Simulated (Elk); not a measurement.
## KCoF3: moments or none

Wanted: the moments of KCoF3 and the energy gained by spin polarisation.

Method: LDA (Perdew-Wang) with U = 4.40 eV, J = 0.90 eV on Co d; all-electron APW+lo, Dirac cores, scalar-relativistic bands, in Elk 11.2.3 (patched build).

Report form: the programs' logs are mostly left out.

## 1. The starting structure

Symmetry: Pm-3m, No. 221, cubic system. Conventional cell: a = 4.071 Å, b = 4.071 Å, c = 4.071 Å, α = 90.00°, β = 90.00°, γ = 90.00°. Nearest to K lie 12 F at 2.88 Å. Nearest to Co lie 6 F at 2.04 Å. Nearest to F lie 2 Co at 2.04 Å and 4 K at 2.88 Å. Farther neighbours and most contacts between anions are not listed.

## 2. Run 1 (ferro +)

The parallel start comes first: it fits the smallest cell, keeps the most symmetry and shows whether parallel moments form. A Hubbard term is added for the open shell, at a value in common use.

Moments are seeded by fields in the spheres (the last three columns under atoms), set against the wanted direction and reduced each loop.

elk.in

```
tasks
  0
  33
  73

xctype
  3

rgkmax
  7.0

nempty
  14

swidth
  0.002

reducebf
  0.6

epsengy
  1e-05

maxscl
  100

lmaxi
  3

spinpol
  .true.

sppath
  './'

avec
  7.69307505335 0.00000000000 0.00000000000
  0.00000000000 7.69307505335 0.00000000000
  0.00000000000 0.00000000000 7.69307505335

atoms
  3
  'K.in'
  1
  0.0000000000 0.0000000000 0.0000000000   0.000000 0.000000 0.000000
  'Co.in'
  1
  0.5000000000 0.5000000000 0.5000000000   0.000000 0.000000 -0.225000
  'F.in'
  3
  0.0000000000 0.5000000000 0.5000000000   0.000000 0.000000 0.000000
  0.5000000000 0.0000000000 0.5000000000   0.000000 0.000000 0.000000
  0.5000000000 0.5000000000 0.0000000000   0.000000 0.000000 0.000000

ngridk
  6 6 6

dft+u
  1 1
  2 2 0.161697 0.033074

plot3d
  0 0 0
  1 0 0
  0 1 0
  0 0 1
  21 21 21
```

Run with:

```console
> OMP_NUM_THREADS=2 elk
```

Wall time 43 s (2 threads of AMD EPYC 9R45 (Zen 5), shared host); peak memory 0.16 GiB.

Spin moment in the muffin-tin sphere by atom:

```csv
atom,spin moment in the muffin-tin sphere (μB)
K1,0.00
Co2,2.73
F3,0.08
F4,0.08
F5,0.08
```

Numbers from this step:

- density of states at the Fermi level: 5.143 states/eV/cell
- moment between the spheres: 0.04091 μB
- magnetization: 3.000 μB
- final state: ferromagnetic

After 18 cycles the largest moment stands at 2.73 μB.

## 3. Order 2, typed as no spin polarisation

A run without seeds gives the energy of the state without moments.

elk.in, as its differences from that of step 2:

```diff
@@ -2,4 +2,2 @@
   0
-  33
-  73
 
@@ -17,5 +15,2 @@
 
-reducebf
-  0.6
-
 epsengy
@@ -28,5 +23,2 @@
   3
-
-spinpol
-  .true.
 
@@ -47,3 +39,3 @@
   1
-  0.5000000000 0.5000000000 0.5000000000   0.000000 0.000000 -0.225000
+  0.5000000000 0.5000000000 0.5000000000   0.000000 0.000000 0.000000
   'F.in'
@@ -60,8 +52 @@
   2 2 0.161697 0.033074
-
-plot3d
-  0 0 0
-  1 0 0
-  0 1 0
-  0 0 1
-  21 21 21
```

Run with:

```console
> OMP_NUM_THREADS=2 elk
```

Elapsed: 16 s, on 2 threads; peak memory 0.14 GiB; 31 s of CPU time.

This step gave:

* density of states at the Fermi level: 2.875 states/eV/cell
* final state: non-magnetic (no spin polarisation)

It lies 1262 meV a seeded atom over the first start.

## 4. A faulty input

A slip in the input shows what the program catches and what it lets pass.

elk.in, as its differences from that of step 2:

```diff
@@ -2,7 +2,5 @@
   0
-  33
-  73
 
 xctype
-  3
+  77
 
@@ -60,8 +58 @@
   2 2 0.161697 0.033074
-
-plot3d
-  0 0 0
-  1 0 0
-  0 1 0
-  0 0 1
-  21 21 21
```

Run with:

```console
> OMP_NUM_THREADS=2 elk
```

Wall time 0.01 s (2 threads); peak memory 0.05 GiB.

The program refused the input before any cycle.

The program's message: “Error(getxcdata): xctype not defined : 77”

The fault put into the input: an unknown functional.

The functional must be one that the program lists.

## 5. Ranking

These are free energies at a smearing of 0.0544 eV, so its entropy term is in the differences. They are divided by the number of seeded atoms, so that cells of unlike size compare.

Orders:

```csv
start,final state,typed order kept,energy over the lowest (meV a seeded atom),largest sphere moment (μB),net moment (μB a primitive cell),DOS at the Fermi level (states/eV a primitive cell),mesh matched,CPU time (s)
ferro +,ferromagnetic,yes,0,2.725,3,5.143,yes,83.21
no spin polarisation,non-magnetic,-,1262,0,0,2.875,yes,31.02
```

## 6. Results

| Item | Value |
| --- | --- |
| lower run | with moments |
| largest site moment | 2.73 μB |
| run without spin seeds, over the lowest | 1262 meV a seeded atom |

What this shows: The crystal holds moments, up to 2.73 μB, and gains 1262 meV a seeded atom by them. Under a U a spinless open shell is left with part-filled orbitals, which the U penalises, so its energy is no clean measure of what the moments gain. No antiferromagnetic order was tried, so the session says nothing on how the moments order. Under a U a part-filled d shell can order its orbitals; no such lower state was searched for, and the cell's symmetry can forbid it.

[Logs and program files are shortened in this print: banners, set-up blocks, solver, clock and traceback lines can be left out without a mark of their own.]

[Logs are printed without paths, hosts, clocks, repeated set-up lines and the standing remarks that a program may print on its own settings, such as how far it seeks lower states.]

[Hosts, paths, dates, database ids (printed as entryN), source tags and the programs' standing remarks are cut or masked in the printed files.]

[Where a cell is said to come from a database of computed structures, the database is the Materials Project.]
